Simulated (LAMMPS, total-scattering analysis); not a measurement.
# zinc-blende solid solution (Cd0.59,Zn0.41)Se: cell edge against temperature

Simulated by classical molecular dynamics (LAMMPS) with the Stillinger-Weber II-VI potential (Zhou et al., Phys. Rev. B 88, 085309 (2013)); 512 atoms, zero pressure, classical nuclei. The potential was fitted to tetrahedral crystals; it favours four neighbours in the liquid and keeps the solid to temperatures at which the real compounds have long melted or sublimed.

| T (K) | cell edge (Å) |
| --- | --- |
| 200 | 5.8994 |
| 300 | ? |
| 750 | 5.9210 |
| 980 | 5.9309 |
| 1200 | 5.9419 |

**Task.** Fit a straight line to the known rows, say what its slope means, and predict the withheld row.

The means are x̄ = 782.5 and ȳ = 5.92330. Σ(x − x̄)(y − ȳ) = 23.263 and Σ(x − x̄)² = 5.5368e+05, so the slope is 4.202e-05 and the intercept 5.89042. The residuals are +0.0006, -0.0009, -0.0007, +0.0011.

The slope over the edge is the mean linear expansion, 4.2e-05/5.8994 = 7.1×10⁻⁶ K⁻¹; classical dynamics keeps it finite down to 0 K, where a real crystal's goes to zero.

At 300 K the line gives 5.9030; the run gave 5.9029, a miss of +0.0001, 0 % of the range covered. With all rows in view, the slope between neighbours runs 3.5e-05, 4.02e-05, 4.3e-05, 5e-05: it grows steadily, so the relation is curved and a line is only a first account.
